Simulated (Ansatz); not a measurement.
# Meshes and cutoff for the phonons of LiF (Griceite, Fm-3m), part 3 of 3

Wanted: convergence of the phonons of LiF (Griceite, Fm-3m) against cost.

Ansatz 0.2.0; DFT LDA, scalar-relativistic, plane waves, PAW.

So far. Step 11 (Another k mesh, q mesh 2×2×2): The highest optical mode at the zone centre (no LO-TO term) is 339.2 cm⁻¹, +0.0 cm⁻¹ against the base run. Step 12 (Another k mesh, k-mesh 18×18×18, q mesh 2×2×2): The highest optical mode at the zone centre (no LO-TO term) is 339.2 cm⁻¹, +0.0 cm⁻¹ against the base run. The relaxed cell has a = 3.909 Å (conventional setting).

### Step 15. Another cutoff, cutoff 230 eV, q mesh 2×2×2

The cutoff is set to 230 eV on a small fixed q mesh.

input.yaml

```yaml
crystal:
  lattice:
    - [0.0, 1.9544544205, 1.9544544205]
    - [1.9544544205, 0.0, 1.9544544205]
    - [1.9544544205, 1.9544544205, 0.0]
  atoms:
    - { symbol: Li, position: [0.0, 0.0, 0.0] }
    - { symbol: F, position: [0.5, 0.5, 0.5] }
kpoints:
  mp_grid: { grid: [12, 12, 12] }
hamiltonian:
  xc: lda
scf:
  occupations: { method: fixed }
output:
  eigenvalues: true
phonons:
  method: dfpt
  qmesh: [2, 2, 2]
  temperatures: { t_max: 1000, t_step: 50 }
  qpath:
    path:
      - [[0.0, 0.0, 0.0], [0.5, 0.0, 0.5], [0.625, 0.25, 0.625]]
      - [[0.375, 0.375, 0.75], [0.0, 0.0, 0.0], [0.5, 0.5, 0.5], [0.5, 0.25, 0.75], [0.5, 0.0, 0.5]]
    npoints: 10
basis:
  ecutwfc: 230
```

The run is started by

```
ansatz run input.yaml --threads 4 --pin off --max-ram 7168MiB --backend cpu --events-out ev --progress --plain --runs-dir out
```

Numbers of over 12 decimals in the logs are rounded to 6 here.

What it wrote:

```text
[...]
Crystal: 2 atoms, lattice volume = 14.932 Å³
Basis set: ecut = 230 eV, 113 PW (Γ), exchange–correlation on 30×30×30 points (8 copies of the dense FFT grid, shifted against one another)
Bands: 9, of which v1, the nominal top of the filled ones, is band 5 counted from 1 (4 counted from 0)
Symmetry: 48 space group operations
k-points: 72 of 1728
[...]
SCF iter   1: F=—  HF=-994.120414 eV  |F-HF|=—  |Δ(HF+E_count)|=         —  Δρ=1.60e-1  dr2=1.33e0  ethr=1.77e-3  ⟨swp⟩=3.6  Hψ=3594  notcnv=0  defer=137
[...]
SCF iter   8: F=-993.572075 eV  HF=-993.572075 eV  |F-HF|=2.27e-13  |Δ(HF+E_count)|=  1.08e-11  Δρ=1.72e-8  dr2=1.58e-14  ethr=1.00e-12  ⟨swp⟩=4.0  Hψ=1945  notcnv=0
the search or the solves at the SCF's close seem to have found levels that the self-consistency loop had missed (the run counts 1). By its estimate they hold under 1e-12 electrons; where the run keeps them, the occupations were computed again with them
SCF 1 converged in 8 iterations: F = -993.572075 eV  dr2 = 1.58e-14
[...]
k-points: 163 of 1728 (irreducible under 8 space group operations, time reversal used)
[...]
SCF iter   2: F=-993.572075 eV  HF=-993.572075 eV  |F-HF|=2.27e-12  |Δ(HF+E_count)|=  2.11e-10  Δρ=1.74e-7  dr2=2.71e-12  ethr=1.00e-12  ⟨swp⟩=4.5  Hψ=5345  notcnv=0
SCF 2 converged in 2 iterations: F = -993.572075 eV  dr2 = 2.71e-12
[...]
SCF converged after 8 iterations
Free energy (F): -993.572075 eV
[...]
Internal energy: -993.572075 eV  (E = F + TS)
E sigma→0 (E₀):  -993.572075 eV
Fermi energy:    1.381547 eV
[...]
--- Band table (eV; the first three rows and the last of 72) ---
[...]
ASR residual: 1.318e-5 → 0.000e0 eV/Å²; symmetrization residual: 3.118e-7 eV/Å²
  ASR residual per site (eV/Å²): 5.81e-7 1.32e-5
  Γ frequencies (cm⁻¹): 0.00 0.00 0.00 357.71 357.71 357.71
[...]
ε∞ (high-frequency dielectric tensor):
        2.109418    -0.000000    -0.000000
        0.000000     2.109418    -0.000000
        0.000000     0.000000     2.109418
[...]
Born effective charges Z* (e; rows j = field, columns β = displacement):
    site 0:
         1.05717    0.00000   -0.00000
        -0.00000    1.05717    0.00000
         0.00000    0.00000    1.05717
    site 1:
        -1.05717   -0.00000    0.00000
         0.00000   -1.05717   -0.00000
         0.00000   -0.00000   -1.05717
  Z* charge neutrality: 2.996e-6 e pre-enforcement
[...]
optical modes at Γ without the LO–TO term, one row a degenerate level:
      ω (cm⁻¹)  modes    IR ((D/Å)²/amu)
        357.71      3            15.2174
  optical modes at Γ + LO–TO along q̂ = [1.0000, 0.0000, 0.0000]:
      ω (cm⁻¹)  modes    IR ((D/Å)²/amu)
        357.71      2            10.1449
        686.62      1             5.0725
  optical modes at Γ + LO–TO along q̂ = [0.0000, 1.0000, 0.0000]:
      ω (cm⁻¹)  modes    IR ((D/Å)²/amu)
        357.71      2            10.1449
        686.62      1             5.0725
  optical modes at Γ + LO–TO along q̂ = [0.0000, 0.0000, 1.0000]:
      ω (cm⁻¹)  modes    IR ((D/Å)²/amu)
        357.71      2            10.1449
        686.62      1             5.0725
--- Phonons (arbitrary-q DFPT): 3 irreducible q on the 2×2×2 mesh ---
[...]
interpolated dispersion: 63 rows × 6 modes
[...]
```

The job ended after 5.4 s (4 threads of Arm Neoverse V1, shared host; peak memory 0.43 GiB; 18 s of CPU time).

The run finished; it serves as a test, and its numbers are not taken as the result.

### Step 16. Another cutoff, cutoff 290 eV, q mesh 2×2×2

The cutoff is set to 290 eV on a small fixed q mesh.

Edit input.yaml of step 15 so:

```diff
@@ -26,2 +26,2 @@
 basis:
-  ecutwfc: 230
+  ecutwfc: 290
```

What it wrote:

```text
[...]
Crystal: 2 atoms, lattice volume = 14.932 Å³
Basis set: ecut = 290 eV, 169 PW (Γ), exchange–correlation on 32×32×32 points (8 copies of the dense FFT grid, shifted against one another)
Bands: 9, of which v1, the nominal top of the filled ones, is band 5 counted from 1 (4 counted from 0)
Symmetry: 48 space group operations
k-points: 72 of 1728
[...]
SCF iter   1: F=—  HF=-997.777517 eV  |F-HF|=—  |Δ(HF+E_count)|=         —  Δρ=5.92e-2  dr2=1.95e-1  ethr=1.77e-3  ⟨swp⟩=3.8  Hψ=3672  notcnv=0  defer=133
[...]
SCF iter   7: F=-997.701223 eV  HF=-997.701223 eV  |F-HF|=1.14e-13  |Δ(HF+E_count)|=  2.61e-11  Δρ=5.44e-8  dr2=2.49e-13  ethr=1.00e-12  ⟨swp⟩=5.1  Hψ=2452  notcnv=0
SCF 1 converged in 7 iterations: F = -997.701223 eV  dr2 = 2.49e-13
[...]
k-points: 163 of 1728 (irreducible under 8 space group operations, time reversal used)
[...]
SCF iter   3: F=-997.701223 eV  HF=-997.701223 eV  |F-HF|=3.41e-13  |Δ(HF+E_count)|=  5.68e-13  Δρ=6.46e-8  dr2=4.16e-13  ethr=1.00e-12  ⟨swp⟩=1.0  Hψ=3586  notcnv=0
SCF 2 converged in 3 iterations: F = -997.701223 eV  dr2 = 4.16e-13
[...]
SCF converged after 7 iterations
Free energy (F): -997.701223 eV
[...]
Internal energy: -997.701223 eV  (E = F + TS)
E sigma→0 (E₀):  -997.701223 eV
Fermi energy:    1.275718 eV
[...]
--- Band table (eV; the first three rows and the last of 72) ---
[...]
ASR residual: 6.646e-6 → 0.000e0 eV/Å²; symmetrization residual: 2.088e-7 eV/Å²
  ASR residual per site (eV/Å²): 6.03e-6 6.65e-6
  Γ frequencies (cm⁻¹): 0.00 0.00 0.00 299.09 299.09 299.09
[...]
ε∞ (high-frequency dielectric tensor):
        2.111003    -0.000000    -0.000000
        0.000000     2.111003    -0.000000
       -0.000000     0.000000     2.111003
[...]
Born effective charges Z* (e; rows j = field, columns β = displacement):
    site 0:
         1.04095    0.00000   -0.00000
        -0.00000    1.04095    0.00000
         0.00000   -0.00000    1.04095
    site 1:
        -1.04095   -0.00000    0.00000
         0.00000   -1.04095   -0.00000
         0.00000    0.00000   -1.04095
  Z* charge neutrality: 5.496e-7 e pre-enforcement
[...]
optical modes at Γ without the LO–TO term, one row a degenerate level:
      ω (cm⁻¹)  modes    IR ((D/Å)²/amu)
        299.09      3            14.7540
  optical modes at Γ + LO–TO along q̂ = [1.0000, 0.0000, 0.0000]:
      ω (cm⁻¹)  modes    IR ((D/Å)²/amu)
        299.09      2             9.8360
        649.79      1             4.9180
  optical modes at Γ + LO–TO along q̂ = [0.0000, 1.0000, 0.0000]:
      ω (cm⁻¹)  modes    IR ((D/Å)²/amu)
        299.09      2             9.8360
        649.79      1             4.9180
  optical modes at Γ + LO–TO along q̂ = [0.0000, 0.0000, 1.0000]:
      ω (cm⁻¹)  modes    IR ((D/Å)²/amu)
        299.09      2             9.8360
        649.79      1             4.9180
--- Phonons (arbitrary-q DFPT): 3 irreducible q on the 2×2×2 mesh ---
[...]
interpolated dispersion: 63 rows × 6 modes
[...]
```

Run time: 6.4 s. Hardware: 4 threads; peak memory 0.39 GiB; 22 s of CPU time.

The run finished; it serves as a test, and its numbers are not taken as the result.

### Step 17. Another cutoff, cutoff 360 eV, q mesh 2×2×2

The cutoff is set to 360 eV on a small fixed q mesh.

Edit input.yaml of step 16 so:

```diff
@@ -26,2 +26,2 @@
 basis:
-  ecutwfc: 290
+  ecutwfc: 360
```

What it wrote:

```text
[...]
Crystal: 2 atoms, lattice volume = 14.932 Å³
Basis set: ecut = 360 eV, 259 PW (Γ), exchange–correlation on 36×36×36 points (8 copies of the dense FFT grid, shifted against one another)
Bands: 9, of which v1, the nominal top of the filled ones, is band 5 counted from 1 (4 counted from 0)
Symmetry: 48 space group operations
k-points: 72 of 1728
[...]
optical modes at Γ + LO–TO along q̂ = [0.0000, 1.0000, 0.0000]:
      ω (cm⁻¹)  modes    IR ((D/Å)²/amu)
        337.71      2             9.8207
        667.40      1             4.9104
  optical modes at Γ + LO–TO along q̂ = [0.0000, 0.0000, 1.0000]:
      ω (cm⁻¹)  modes    IR ((D/Å)²/amu)
        337.71      2             9.8207
        667.40      1             4.9104
--- Phonons (arbitrary-q DFPT): 3 irreducible q on the 2×2×2 mesh ---
[...]
interpolated dispersion: 63 rows × 6 modes
[...]
[key lines of the parts left out:]
SCF converged after 7 iterations
Free energy (F): -998.607241 eV
Fermi energy:    1.336724 eV
```

It took 8 s on 4 threads; peak memory 0.42 GiB; 28 s of CPU time.

The highest optical mode at the zone centre (no LO-TO term) is 337.7 cm⁻¹, -1.5 cm⁻¹ against the base run.

### Step 18. Another cutoff, cutoff 550 eV, q mesh 2×2×2

The cutoff is set to 550 eV on a small fixed q mesh.

Edit input.yaml of step 17 so:

```diff
@@ -26,2 +26,2 @@
 basis:
-  ecutwfc: 360
+  ecutwfc: 550
```

What it wrote:

```text
[...]
Crystal: 2 atoms, lattice volume = 14.932 Å³
Basis set: ecut = 550 eV, 411 PW (Γ), exchange–correlation on 48×48×48 points (8 copies of the dense FFT grid, shifted against one another)
Bands: 9, of which v1, the nominal top of the filled ones, is band 5 counted from 1 (4 counted from 0)
Symmetry: 48 space group operations
k-points: 72 of 1728
[...]
optical modes at Γ + LO–TO along q̂ = [0.0000, 1.0000, 0.0000]:
      ω (cm⁻¹)  modes    IR ((D/Å)²/amu)
        339.67      2             9.8284
        668.34      1             4.9142
  optical modes at Γ + LO–TO along q̂ = [0.0000, 0.0000, 1.0000]:
      ω (cm⁻¹)  modes    IR ((D/Å)²/amu)
        339.67      2             9.8284
        668.34      1             4.9142
--- Phonons (arbitrary-q DFPT): 3 irreducible q on the 2×2×2 mesh ---
[...]
interpolated dispersion: 63 rows × 6 modes
[...]
[key lines of the parts left out:]
SCF converged after 7 iterations
Free energy (F): -998.704454 eV
Fermi energy:    1.352610 eV
```

The job ended after 12 s (4 threads; peak memory 0.49 GiB; 43 s of CPU time).

The highest optical mode at the zone centre (no LO-TO term) is 339.7 cm⁻¹, +0.5 cm⁻¹ against the base run.

### Step 19. Results

| Item | Value |
| --- | --- |
| mean frequency, q mesh 2×2×2 | 348 cm⁻¹ |
| mean frequency, q mesh 3×3×3 | 347 cm⁻¹ |
| mean frequency, q mesh 6×6×6 | 347 cm⁻¹ |
| highest optical mode at the zone centre (no LO-TO term), k-mesh 4×4×4 | 339 cm⁻¹ |
| highest optical mode at the zone centre (no LO-TO term), k-mesh 6×6×6 | 339 cm⁻¹ |
| highest optical mode at the zone centre (no LO-TO term), k-mesh 8×8×8 | 339 cm⁻¹ |
| highest optical mode at the zone centre (no LO-TO term), k-mesh 12×12×12 | 339 cm⁻¹ |
| highest optical mode at the zone centre (no LO-TO term), k-mesh 18×18×18 | 339 cm⁻¹ |
| highest optical mode at the zone centre (no LO-TO term), cutoff 170 eV | 652 cm⁻¹ |
| highest optical mode at the zone centre (no LO-TO term), cutoff 230 eV | 358 cm⁻¹ |
| highest optical mode at the zone centre (no LO-TO term), cutoff 290 eV | 299 cm⁻¹ |
| highest optical mode at the zone centre (no LO-TO term), cutoff 360 eV | 338 cm⁻¹ |
| highest optical mode at the zone centre (no LO-TO term), cutoff 550 eV | 340 cm⁻¹ |

In words: Over the whole q mesh series, coarse runs included, the mean frequency runs from 347.1 to 347.5 cm⁻¹; from 2×2×2 on it stays within 0.3 cm⁻¹ of the finest run (6×6×6), against a tolerance of 3.5. Over the whole k mesh series, coarse runs included, the lowest mode on the q mesh (acoustic modes at Γ apart) runs from 229.8 to 230.9 cm⁻¹; from 4×4×4 on all solved modes stay within 1.1 cm⁻¹ of the finest run (18×18×18), against a tolerance of 6.2. Over the whole cutoff series, coarse runs included, the lowest mode on the q mesh (acoustic modes at Γ apart) runs from -391.7 to 281.0 cm⁻¹; from 360 eV on all solved modes stay within 2.0 cm⁻¹ of the finest run (550 eV), against a tolerance of 6.3. All runs share the cell relaxed at the base settings, which is not exactly at rest under another k mesh or cutoff. These are harmonic frequencies at zero temperature: anharmonic shifts, linewidths and thermal expansion are left out.

[Logs are printed without paths, hosts, clocks, repeated set-up lines and the standing remarks that a program may print on its own settings, such as how far it seeks lower states.]

[Hosts, paths, dates, database ids (printed as entryN), source tags and the programs' standing remarks are cut or masked in the printed files.]
